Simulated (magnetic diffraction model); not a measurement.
# YbMg3 below its ordering temperature

Space group P-6m2 (no. 187), a = 3.3120 Å, c = 10.8460 Å.

```
site  atom    x    y       z
  1f    Yb  2/3  1/3     1/2
  2h    Mg  1/3  2/3  0.7565
  1e    Mg  2/3  1/3       0
```

The compound is invented for this exercise: a known structure type with other elements, its cell scaled to their sizes and not relaxed.

Only Yb is taken to order (form factors of Yb3+); orders and moment sizes are assumed, and not adapted to the symmetry. Radiation: neutrons of λ = 4.2 Å, 3° to 100°; isotropic B of 0.56 Å² (Yb) and 0.78 Å² (Mg). The intensities are simulated: I ∝ L Σ (|F_N|² + |F_M⊥|²) for unpolarised neutrons, with F_M = 2.695 fm/μB × Σ f(s) S exp(2πi Q·r) exp(−B s²) at Q = H ± k (one set where k and −k are equivalent), only the part normal to Q counting and L = 1/(sin²θ cos θ). For collinear order S is the moment m, which repeats by lattice and centring translations R with the sign exp(−2πi k·R). Form factors are spin-only for 3d ions and dipole or tabulated for f ions, scattering lengths are Sears's of 1992, and absorption is left out. A label names one of the reflections at its angle. The strongest nuclear line in the range is 100, and lines under 0.2 are left out.

Above the ordering temperature:

```tsv
2θ (°)	index	I
22.33	(0 0 1)	62.3
45.57	(0 0 2)	18.9
71.02	(0 0 3)	13.2
94.13	(1 0 0)	100.0
98.46	(1 0 1)	43.4
```

Below it (cell unchanged):

```tsv
2θ (°)	I
22.33	62.3
42.95	28.0
45.57	18.9
48.93	47.2
64.40	32.0
71.02	13.2
78.70	3.3
83.05	7.8
86.72	21.9
94.13	100.0
95.97	9.6
98.46	43.4
```

**Question.** Check that the new lines index with k = (1/2 0 0), then choose among these models:
A. collinear moments along [001], 3.6 μB on Yb
B. collinear moments along [101], 3.6 μB on Yb
C. collinear moments along [120], 3.6 μB on Yb

The new lines index as (1/2 0 0) at 42.95°, (1/2 0 1) at 48.93°, (1/2 0 2) at 64.40° and (1/2 -1 0) at 78.70°, that is as H ± k with k = (1/2 0 0), one of 3 inequivalent arms of its star (k and −k counted as one), which a powder can't tell apart. Half indices mean that the moments reverse under translations with k·R a half-integer, and the magnetic cell has twice the primitive volume.

Magnetic intensity, observed (below minus above) and for each model:

| 2θ (°) | index | observed | A | B | C |
| --- | --- | --- | --- | --- | --- |
| 42.95 | (1/2 0 0) | 28.0 | 37.3 | 34.9 | 28.0 |
| 48.93 | (1/2 0 1) | 47.2 | 45.9 | 44.0 | 47.2 |
| 64.40 | (1/2 0 2) | 32.0 | 17.1 | 17.7 | 32.0 |
| 78.70 | (1/2 -1 0) | 3.3 | 13.3 | 13.1 | 3.3 |
| 83.05 | (1/2 -1 1) | 7.8 | 22.7 | 22.4 | 7.8 |
| 86.72 | (1/2 0 3) | 21.9 | 6.7 | 7.7 | 21.9 |
| 95.97 | (1/2 -1 2) | 9.6 | 15.4 | 15.5 | 9.6 |

Model C matches.

The structure used: k = (1/2 0 0), collinear moments along [120], 3.6 μB on Yb.

[Logs are printed without paths, hosts, clocks, repeated set-up lines and the standing remarks that a program may print on its own settings, such as how far it seeks lower states.]
